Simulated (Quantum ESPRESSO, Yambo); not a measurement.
An input for Quantum ESPRESSO 7.5 (TiO2 (Rutile)):

```
&control
  calculation = 'nscf'
  prefix = 'x'
  outdir = 'o'
  pseudo_dir = 'pseudo'
/
&system
  ibrav = 0
  nat = 6
  ntyp = 2
  ecutwfc = 76.0
  nbnd = 165
  force_symmorphic = .true.
/
&electrons
  conv_thr = 1e-9
  electron_maxstep = 80
  diago_full_acc = .true.
  diago_thr_init = 5e-6
/
ATOMIC_SPECIES
  Ti 47.867 Ti.upf
  O 15.999 O.upf
CELL_PARAMETERS angstrom
  4.6840440000 0.0000000000 0.0000000000
  0.0000000000 4.6840440000 0.0000000000
  0.0000000000 0.0000000000 3.0165480000
ATOMIC_POSITIONS crystal
  Ti 0.0000000000 0.0000000000 0.0000000000
  Ti 0.5000000000 0.5000000000 0.5000000000
  O 0.3049600000 0.3049600000 0.0000000000
  O 0.1950400000 0.8049600000 0.5000000000
  O 0.6950400000 0.6950400000 0.0000000000
  O 0.8049600000 0.1950400000 0.5000000000
K_POINTS automatic
  4 4 4 0 0 0
```

```sh
OMP_NUM_THREADS=1 mpirun -n 4 pw.x -nk 4 -in pw.in > pw.out
```

Estimate wall time and host memory on 4 MPI ranks of Arm Neoverse V1, shared host.

It took 46 s; on shared hardware allow 23 s to 92 s. Peak host memory was 0.49 GiB.

[Paths, hosts, dates, memory and timing lines, banners, echoed tables and standing remarks are left out of the program output.]

[Logs are printed without paths, hosts, clocks, repeated set-up lines and the standing remarks that a program may print on its own settings, such as how far it seeks lower states.]

[Runs of the session that timed out or met a known fault of the program may be left out.]

[Hosts, paths, dates, database ids (printed as entryN), source tags and the programs' standing remarks are cut or masked in the printed files.]
